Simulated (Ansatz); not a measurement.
System: ZnAs2 (P2_1/c).

The structure is monoclinic, space group P2_1/c (No. 14). Conventional cell: a = 9.287 Å, b = 7.691 Å, c = 8.010 Å, α = 90.00°, β = 102.28°, γ = 90.00°. Nearest to Zn lie 4 As at 2.46 to 2.53 Å. Nearest to Zn lie 4 As at 2.42 to 2.50 Å. Nearest to As lie 2 As at 2.41 to 2.42 Å and 2 Zn at 2.45 to 2.50 Å. Nearest to As lie 2 As at 2.42 to 2.45 Å and 2 Zn at 2.46 to 2.51 Å. Nearest to As lie 2 As at 2.41 Å and 2 Zn at 2.42 to 2.43 Å. As has 2 As at 2.41 to 2.45 Å and 2 Zn at 2.50 to 2.53 Å nearest. Farther neighbours are not listed.

```yaml
crystal:
  lattice:
    - [9.28700, 0.00000, 0.00000]
    - [0.00000, 7.69100, 0.00000]
    - [-1.70364, 0.00000, 7.82673]
  atoms:
    - { symbol: Zn, position: [0.39250, 0.09630, 0.22070] }
    - { symbol: Zn, position: [0.60750, 0.59630, 0.27930] }
    - { symbol: Zn, position: [0.60750, 0.90370, 0.77930] }
    - { symbol: Zn, position: [0.39250, 0.40370, 0.72070] }
    - { symbol: Zn, position: [0.08090, 0.74790, 0.39570] }
    - { symbol: Zn, position: [0.91910, 0.24790, 0.10430] }
    - { symbol: Zn, position: [0.91910, 0.25210, 0.60430] }
    - { symbol: Zn, position: [0.08090, 0.75210, 0.89570] }
    - { symbol: As, position: [0.24140, 0.49180, 0.43680] }
    - { symbol: As, position: [0.75860, 0.99180, 0.06320] }
    - { symbol: As, position: [0.75860, 0.50820, 0.56320] }
    - { symbol: As, position: [0.24140, 0.00820, 0.93680] }
    - { symbol: As, position: [0.38030, 0.42240, 0.22260] }
    - { symbol: As, position: [0.61970, 0.92240, 0.27740] }
    - { symbol: As, position: [0.61970, 0.57760, 0.77740] }
    - { symbol: As, position: [0.38030, 0.07760, 0.72260] }
    - { symbol: As, position: [0.06910, 0.25320, 0.39190] }
    - { symbol: As, position: [0.93090, 0.75320, 0.10810] }
    - { symbol: As, position: [0.93090, 0.74680, 0.60810] }
    - { symbol: As, position: [0.06910, 0.24680, 0.89190] }
    - { symbol: As, position: [0.24010, 0.01300, 0.43450] }
    - { symbol: As, position: [0.75990, 0.51300, 0.06550] }
    - { symbol: As, position: [0.75990, 0.98700, 0.56550] }
    - { symbol: As, position: [0.24010, 0.48700, 0.93450] }
```

The cell and positions come from the Crystallography Open Database and are kept as given unless a step says otherwise.

Gaps computed with Ansatz 0.2.0 without a self-energy: r2SCAN 0.50 eV, HSE06 0.93 eV and HSE06+SOC 0.91 eV.

Question: What gap should G0W0 on r2SCAN give (2×2×2 mesh, 5321 empty bands, screening to 260 eV, hard PAW files)?

About 0.86 eV: on its mesh the run moves the gap from 0.49 eV by +0.37 eV. Among the scalar-relativistic levels given, HSE06 is nearest (+0.07 eV). Bands and cutoff are finite, so the gap is not at the basis limit. The miss can reach some tenths of an eV and take either sign; the mesh is an error of its own. The 2×2×2 mesh is coarse for this cell (its supercell is 15 Å along the shortest edge). The RPA ε∞ on it, from the r2SCAN start, is 12.86, 14.10 and 35.46; such meshes misread the long-range screening, most where the gap is narrow. The many-body steps are scalar-relativistic: spin-orbit coupling is not in them. The program marks a band-edge row as in doubt, so the gap is less sure than its digits.

[Paths, hosts, dates, memory and timing lines, banners, echoed tables and standing remarks are left out of the program output.]

[Logs are printed without paths, hosts, clocks, repeated set-up lines and the standing remarks that a program may print on its own settings, such as how far it seeks lower states.]

[Runs of the session that timed out or met a known fault of the program may be left out.]

[Cells called generated may have been cut or substituted from an entry of the Crystallography Open Database or the Materials Project.]

[Hosts, paths, dates, database ids (printed as entryN), source tags and the programs' standing remarks are cut or masked in the printed files.]
